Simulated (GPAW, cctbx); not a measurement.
## V2Ga4Pt: what bonding does to one electron reflection, worked out

V2Ga4Pt, I4/mmm (no. 139), a = 6.4049 Å, b = 6.4049 Å, c = 5.3043 Å, α = 90.00°, β = 90.00°, γ = 90.00°.

```csv
atom,mult.,x,y,z
Pt1,2,0,0,0
Ga1,8,0.7859,0.2141,1/2
V1,4,0,1/2,3/4
```

The start was made by putting kin elements into a known structure type; the compound need not exist, or be stable, in this form.

A DFT run (GPAW, PBE, 450 eV, 6×6×6 k-points, Fermi–Dirac width 0.1 eV, spin-polarised) gives the static X-ray structure factor of 112 as 203.591 e for the conventional cell; superposed free atoms give 204.620 e. **Problem.** Find the Fourier component V of the crystal potential and the two-beam extinction distance at 200 kV in both cases.

## Step 1: Geometry

The cell volume is Ω = 217.60 Å³ and d(112) = 2.2886 Å, so g = 1/d = 0.4369 Å⁻¹.

## Step 2: The nuclei

Electrons feel nuclei as well as electrons, so the nuclear charges are summed with the same phases.

Phase sums Σ exp(2πi h·x), turned so that the total is real and positive: Pt +2.000, Ga +0.400, V +4.000. Then F_Z = 78 × (+2.000) + 31 × (+0.400) + 23 × (+4.000) = 260.40 e. The electron term has the same sign for this reflection.

## Step 3: Mott–Bethe

Poisson's equation, term by term, gives V = (e/4πε₀)(F_Z − F)/(πΩg²), with e/4πε₀ = 14.3996 V Å.

The prefactor is 14.3996 × 2.2886²/(π × 217.60) = 0.11033 V per electron. Free atoms: (260.40 − 204.620) × 0.11033 = 6.154 V. Crystal: (260.40 − 203.591) × 0.11033 = 6.267 V. F changes by -0.50 % and V by +1.8 %: the same 1.03 e is measured against F_Z − F = 55.8 e in place of F = 204.6 e.

## Step 4: Extinction distance

In the two-beam case ξ = 1/(λU) with U = 2γm₀eV/h², that is ξ = 150.41 V Å²/(γλV).

At 200 kV, λ = 0.02508 Å and γ = 1.3914. Free atoms: ξ = 700 Å. Crystal: ξ = 688 Å. The thickness fringes go as sin²(πt/ξ), so the two patterns slip by a quarter of a period when t|1/ξ₁ − 1/ξ₀| = 1/4, at t ≈ 949 nm, thicker than usual samples. Thermal motion, absorption and many-beam coupling, left out here, change a real pattern.

## Step 5: Answer

V(112) is 6.27 V against 6.15 V, and ξ is 688 against 700 Å. Limits: static atoms, two beams.

[Outputs are excerpts: Python notices, other lines and further rows are left out; steps that failed or that the build refused (PBEsol, TPSS) are not shown.]

[Logs are printed without paths, hosts, clocks, repeated set-up lines and the standing remarks that a program may print on its own settings, such as how far it seeks lower states.]
